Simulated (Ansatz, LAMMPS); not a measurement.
# A frame of liquid (Li,Cs)F from 1200 K, run at 300 K (116 atoms): a short ab initio trajectory

How do the atoms of a frame of liquid (Li,Cs)F from 1200 K, run at 300 K (116 atoms) move, and what local order do they keep?

Calculated with Ansatz 0.2.0; Kohn-Sham DFT, PBE, PAW (set soft_2), plane waves.

## Step 1: Set-up

The cell holds 116 atoms: 19 Li, 39 Cs and 58 F. Its edges and angles: a = 15.191 Å, b = 15.191 Å, c = 15.191 Å, α = 90.0°, β = 90.0°, γ = 90.0°. 116 atoms (19 Li, 39 Cs, 58 F) placed at random at 3.04 g/cm³, melted at 1800 K for 10 ps at fixed volume with the Lennard-Jones and Coulomb ion parameters for SPC/E (Joung and Cheatham, J. Phys. Chem. B 112, 9020 (2008)), full charges. Snapshot at the end of a hold of 20 ps at 1200 K and fixed volume.

Limits known from the start: The network of bonds at the start is that of the classical potential that made the cell, and needn't be the one that DFT or experiment would give. The cell was made at 1200 K but the dynamics is set to 300 K: the trajectory isn't one at 1200 K. The ion parameters were fitted for water, not for melts, so the starting structure of this cell may lie well off the real melt's. Only the Γ point is sampled, in a cell whose shortest periodic width is 15 Å. No spin–orbit coupling is included, so levels derived from the heavy atoms are approximate.

## Step 2: Dynamics started at 300 K

A Nosé–Hoover thermostat steers the temperature while disturbing the dynamics little. The time step is 1.0 fs.

The input, input.yaml:

```yaml
crystal:
  lattice:
    - [15.1905, 0.0, 0.0]
    - [0.0, 15.1905, 0.0]
    - [0.0, 0.0, 15.1905]
  atoms:
    - { symbol: Li, position: [0.58861, 0.54128, 0.78472] }
    - { symbol: Li, position: [0.76576, 0.86885, 0.80551] }
    - { symbol: Li, position: [0.82854, 0.95352, 0.97344] }
    - { symbol: Li, position: [0.5022, 0.81301, 0.83139] }
    [... 106 atom lines left out ...]
    - { symbol: F, position: [0.55001, 0.75099, 0.33513] }
    - { symbol: F, position: [0.11006, 0.05225, 0.46783] }
    - { symbol: F, position: [0.80136, 0.80763, 0.9541] }
    - { symbol: F, position: [0.83874, 0.20533, 0.0957] }
    - { symbol: F, position: [0.6666, 0.23714, 0.7914] }
    - { symbol: F, position: [0.5172, 0.90748, 0.59192] }
kpoints:
  mp_grid: { grid: [1, 1, 1] }
hamiltonian:
  xc: pbe
scf:
  occupations: { method: gaussian, width: 0.05 }
output:
  forces: true
md:
  timestep: 1.0
  n_steps: 47
  ensemble: nvt_nose_hoover
  temperature: 300
  initial_velocities: maxwell_boltzmann
  seed: 6765
```

On the command line:

```console
> ansatz run input.yaml --threads 4 --pin off --max-ram 8192MiB --backend cpu --events-out ev --progress --plain --runs-dir out
```

It took 20 min on 4 threads of Arm Neoverse V2, shared host; peak memory 5 GiB; 77 min of CPU time.

The program notes that it switched symmetry off.

Rows from the run:

| time (fs) | T (K) | potential (meV/atom) | conserved (meV/atom) |
| --- | --- | --- | --- |
| 0.0 | 300 | 0.0 | 0.00 |
| 3.0 | 308 | -1.0 | 0.00 |
| 6.0 | 330 | -3.9 | 0.00 |
| 9.0 | 364 | -8.2 | -0.01 |
| 13.0 | 419 | -15.3 | -0.02 |
| 16.0 | 460 | -20.7 | -0.02 |
| 19.0 | 495 | -25.3 | -0.02 |
| 22.0 | 522 | -29.0 | -0.02 |
| 25.0 | 546 | -32.4 | -0.01 |
| 28.0 | 575 | -36.6 | -0.01 |
| 31.0 | 609 | -41.6 | -0.02 |
| 34.0 | 636 | -45.9 | -0.03 |
| 38.0 | 650 | -49.0 | -0.03 |
| 41.0 | 642 | -49.1 | -0.03 |
| 44.0 | 621 | -47.8 | -0.03 |
| 47.0 | 594 | -45.5 | -0.02 |

Mean square displacement from the first frame to the last: Li 0.30 Å², Cs 0.014 Å², F 0.13 Å².

Mean square displacement against time lag:

| time lag (fs) | Cs (Å²) | F (Å²) | Li (Å²) |
| --- | --- | --- | --- |
| 1.00 | 6.8e-6 | 7.2e-5 | 2.4e-4 |
| 2.00 | 2.7e-5 | 2.9e-4 | 9.8e-4 |
| 3.00 | 6.1e-5 | 6.5e-4 | 0.00223 |
| 4.00 | 1.1e-4 | 0.00116 | 0.00397 |
| 5.00 | 1.7e-4 | 0.00181 | 0.00623 |
| 6.00 | 2.4e-4 | 0.00261 | 0.00898 |
| 7.00 | 3.3e-4 | 0.00355 | 0.0122 |
| 8.00 | 4.3e-4 | 0.00464 | 0.0160 |
| 9.00 | 5.5e-4 | 0.00588 | 0.0202 |
| 10.00 | 6.7e-4 | 0.00725 | 0.0249 |
| 11.00 | 8.1e-4 | 0.00877 | 0.0300 |
| 12.00 | 9.7e-4 | 0.0104 | 0.0355 |
| 13.00 | 0.00113 | 0.0122 | 0.0414 |
| 14.00 | 0.00131 | 0.0142 | 0.0477 |
| 15.00 | 0.00151 | 0.0162 | 0.0543 |
| 16.00 | 0.00171 | 0.0184 | 0.0612 |
| 17.00 | 0.00193 | 0.0207 | 0.0683 |
| 18.00 | 0.00216 | 0.0232 | 0.0757 |
| 19.00 | 0.00241 | 0.0258 | 0.0833 |
| 20.00 | 0.00266 | 0.0285 | 0.0911 |
| 21.00 | 0.00293 | 0.0313 | 0.0991 |
| 22.00 | 0.00321 | 0.0342 | 0.107 |
| 23.00 | 0.00350 | 0.0372 | 0.115 |
| 24.00 | 0.00381 | 0.0403 | 0.124 |

Over the second half of 47 fs the temperature averages 612 K, rising from about 561 to 616 K (means over the first and last quarter of that half). The conserved energy stays within 0.03 meV/atom. From first frame to last Li has the largest mean square displacement, 0.30 Å² at the end; the farthest move is 0.97 Å. The mean temperature of 612 K lies well off the 300 K of the input, so the thermostat hasn't yet brought the run to equilibrium. The run spans 0.05 ps, too short for its means to be equilibrium values.

## Step 3: Structure statistics late in the run

The g(r) is a mean over the second half.

Density 3.04 g/cm³, 30.22 Å³ an atom.

Mean of 13 frames. Pair distribution functions g(r), in bins of 0.2 Å:

| r (Å) | total | F-F | F-Cs | F-Li | Cs-Cs | Cs-Li | Li-Li |
| --- | --- | --- | --- | --- | --- | --- | --- |
| 1.50 | 0.05 | 0.00 | 0.00 | 0.32 | 0.00 | 0.00 | 0.00 |
| 1.70 | 0.93 | 0.00 | 0.00 | 5.71 | 0.00 | 0.00 | 0.00 |
| 1.90 | 1.16 | 0.00 | 0.00 | 7.06 | 0.00 | 0.00 | 0.00 |
| 2.10 | 0.84 | 0.00 | 0.00 | 5.11 | 0.00 | 0.00 | 0.00 |
| 2.30 | 0.35 | 0.00 | 0.00 | 2.17 | 0.00 | 0.00 | 0.00 |
| 2.50 | 0.34 | 0.10 | 0.19 | 1.46 | 0.00 | 0.00 | 0.28 |
| 2.70 | 0.98 | 0.33 | 2.56 | 0.06 | 0.00 | 0.00 | 0.90 |
| 2.90 | 1.85 | 1.34 | 4.10 | 0.46 | 0.00 | 0.02 | 2.41 |
| 3.10 | 1.32 | 1.41 | 2.54 | 0.13 | 0.00 | 0.45 | 1.60 |
| 3.30 | 1.11 | 1.73 | 1.52 | 0.13 | 0.10 | 0.93 | 1.24 |
| 3.50 | 1.14 | 1.42 | 1.06 | 0.10 | 1.00 | 2.47 | 1.00 |
| 3.70 | 0.94 | 0.81 | 0.57 | 0.27 | 1.13 | 3.14 | 1.17 |
| 3.90 | 0.93 | 0.82 | 0.72 | 0.42 | 1.37 | 2.19 | 0.75 |
| 4.10 | 0.80 | 1.21 | 0.31 | 0.52 | 1.04 | 1.56 | 0.71 |
| 4.30 | 0.81 | 0.86 | 0.55 | 0.77 | 1.14 | 1.27 | 0.74 |
| 4.50 | 0.91 | 0.89 | 0.52 | 1.01 | 1.75 | 1.18 | 0.88 |
| 4.70 | 0.91 | 0.76 | 0.74 | 0.96 | 1.29 | 1.25 | 0.93 |
| 4.90 | 1.00 | 0.94 | 1.01 | 1.16 | 0.98 | 1.10 | 0.20 |
| 5.10 | 0.99 | 0.97 | 0.98 | 0.92 | 1.48 | 0.71 | 0.65 |
| 5.30 | 1.10 | 1.02 | 1.12 | 1.16 | 1.50 | 0.81 | 1.00 |
| 5.50 | 1.04 | 1.07 | 1.06 | 1.14 | 1.41 | 0.53 | 0.45 |
| 5.70 | 1.06 | 1.31 | 1.20 | 1.16 | 0.62 | 0.53 | 0.68 |
| 5.90 | 1.01 | 1.12 | 1.05 | 1.35 | 0.69 | 0.49 | 0.84 |
| 6.10 | 1.01 | 0.95 | 1.09 | 1.34 | 0.81 | 0.65 | 0.86 |
| 6.30 | 1.01 | 0.90 | 1.21 | 0.92 | 0.85 | 0.85 | 1.38 |
| 6.50 | 0.93 | 0.83 | 0.89 | 1.07 | 0.98 | 0.92 | 1.48 |
| 6.70 | 0.95 | 0.87 | 0.95 | 1.08 | 0.90 | 0.92 | 1.39 |
| 6.90 | 0.99 | 1.01 | 1.06 | 0.93 | 0.76 | 0.98 | 1.50 |

## Step 4: Single point at the last frame

The last frame is solved again with fuller output, to read the electronic structure of a thermally displaced geometry.

The input, input.yaml:

```yaml
crystal:
  lattice:
    - [15.1905, 0.0, 0.0]
    - [0.0, 15.1905, 0.0]
    - [0.0, 0.0, 15.1905]
  atoms:
    - { symbol: Li, position: [0.52622, 0.55445, 0.78733] }
    - { symbol: Li, position: [0.74261, 0.86536, 0.81921] }
    - { symbol: Li, position: [0.83881, 0.91617, 0.98846] }
    - { symbol: Li, position: [0.53071, 0.81949, 0.834] }
    [... 106 atom lines left out ...]
    - { symbol: F, position: [0.57366, 0.76655, 0.34103] }
    - { symbol: F, position: [0.09805, 0.07656, 0.46739] }
    - { symbol: F, position: [0.78931, 0.82606, 0.93348] }
    - { symbol: F, position: [0.84078, 0.22434, 0.10209] }
    - { symbol: F, position: [0.66439, 0.26672, 0.78718] }
    - { symbol: F, position: [0.51856, 0.88982, 0.58411] }
kpoints:
  mp_grid: { grid: [1, 1, 1] }
hamiltonian:
  xc: pbe
scf:
  occupations: { method: gaussian, width: 0.05 }
output:
  forces: true
  stress: true
  populations: true
  dos:
    method: { smearing: { sigma: 0.15 } }
    de: 0.1
    projected: { site_lists: { Cs: [Cs], F: [F], Li: [Li] } }
  eigenvalues: true
  write_density: true
  write_potential: true
  volumetric_format: npy
```

It took 75 s on 4 threads; peak memory 4.7 GiB; 4.9 min of CPU time.

The program notes that the exchange-correlation potential is rough where the density is thin.

The run gave:

```
free energy                                      : -272068.6527 eV
free energy per atom                             : -2345.4194 eV/atom
SCF cycles                                       : 10
pressure                                         : -0.4304 GPa
r.m.s. force component                           : 0.3798 eV/Å
longest force                                    : 1.997 eV/Å
Fermi energy                                     : 2.668 eV
gap (highest filled to lowest empty level) : 3.231 eV
spilling of the projection                       : 0.006854
```

Length of the force by element:

| element | coordination | atoms | mean length of the force (eV/Å) | spread | least | most |
| --- | --- | --- | --- | --- | --- | --- |
| Cs | all | 39 | 0.557 | 0.213 | 0.115 | 0.908 |
| F | all | 58 | 0.523 | 0.272 | 0.0886 | 1.37 |
| Li | all | 19 | 0.800 | 0.461 | 0.132 | 2.00 |

Löwdin charges by element (they lack the spilled electrons, 0.048 e an atom on average):

| element | coordination | atoms | mean charge (e) | spread | least | most |
| --- | --- | --- | --- | --- | --- | --- |
| Cs | all | 39 | 0.926 | 0.0094 | 0.912 | 0.949 |
| F | all | 58 | -0.784 | 0.0093 | -0.805 | -0.758 |
| Li | all | 19 | 0.785 | 0.0153 | 0.742 | 0.807 |

Density of states as counts of states in windows of 1 eV (from the Fermi level), total and the larger projections:

| from (eV) | to (eV) | total | F p | Cs p | Cs s |
| --- | --- | --- | --- | --- | --- |
| -10 | -9 | 33.1 | 0.6 | 32.2 | 0.2 |
| -9 | -8 | 135.2 | 3.1 | 130.7 | 0.8 |
| -8 | -7 | 61.2 | 2.0 | 58.6 | 0.3 |
| -7 | -6 | 4.5 | 0.2 | 4.2 | 0.0 |
| -6 | -5 | 0.3 | 0.3 | 0.0 | 0.0 |
| -5 | -4 | 18.8 | 17.9 | 0.2 | 0.1 |
| -4 | -3 | 152.5 | 145.2 | 2.4 | 1.3 |
| -3 | -2 | 160.1 | 153.2 | 3.0 | 1.0 |
| -2 | -1 | 16.4 | 15.8 | 0.3 | 0.1 |
| -1 | 1 | 0.0 | 0.0 | 0.0 | 0.0 |
| 1 | 2 | 2.1 | 0.0 | 0.0 | 1.7 |
| 2 | 3 | 16.6 | 0.5 | 0.3 | 11.1 |
| 3 | 4 | 48.6 | 1.0 | 0.5 | 17.5 |
| 4 | 5 | 83.3 | 1.2 | 0.4 | 13.4 |

Between -26 and -10 eV lie 194 more states.

The stored curve holds about 776 of the 814 electrons; the rest, give or take the few that broadening carries across the Fermi level, lie in deeper levels below its range.

The levels nearest the highest filled one (over half full), pooled over k-points and spins:

| level less the highest filled one (eV) | occupation |
| --- | --- |
| -0.337 | 2 |
| -0.299 | 2 |
| -0.222 | 2 |
| -0.220 | 2 |
| -0.102 | 2 |
| 0 | 2 |
| 3.23 | 0 |
| 3.82 | 0 |
| 3.93 | 0 |
| 4.08 | 0 |
| 4.12 | 0 |
| 4.30 | 0 |

Mean Löwdin charges: Cs +0.93, F -0.78, Li +0.79 e (they miss 0.69 % of the electrons, so they add up to more than the cell's charge). The largest share in the top eV of filled states is F p (97 % of the projected weight), and in the lowest eV of empty states Cs s (88 % of the projected weight).

## Step 5: Results

```json
{
 "mean temperature, second half": "611.5 K",
 "temperature swing, second half": "34.29 K",
 "slope of the conserved energy against time, by least squares": "-0.6278 meV/atom/ps",
 "free energy per atom": "-2345.4194 eV/atom",
 "pressure": "-0.4304 GPa",
 "r.m.s. force component": "0.3798 eV/Å",
 "gap (highest filled to lowest empty level)": "3.231 eV",
 "wall time of the 2 DFT runs": "21 min"
}
```

**Reading.** Over the second half of 47 fs the temperature averages 612 K, rising from about 561 to 616 K (means over the first and last quarter of that half). The conserved energy stays within 0.03 meV/atom. The mean temperature of 612 K lies well off the 300 K of the input, so the thermostat hasn't yet brought the run to equilibrium. The run spans 0.05 ps, too short for its means to be equilibrium values. Between filled and empty levels lie 3.23 eV (at Γ alone); a semilocal functional tends to put such gaps too low. In a disordered cell it changes from sample to sample and from frame to frame.

Caveats: The pressure of a single frame lacks the kinetic term, about 0.28 GPa here.

[Logs are printed without paths, hosts, clocks, repeated set-up lines and the standing remarks that a program may print on its own settings, such as how far it seeks lower states.]

[Hosts, paths, dates, database ids (printed as entryN), source tags and the programs' standing remarks are cut or masked in the printed files.]
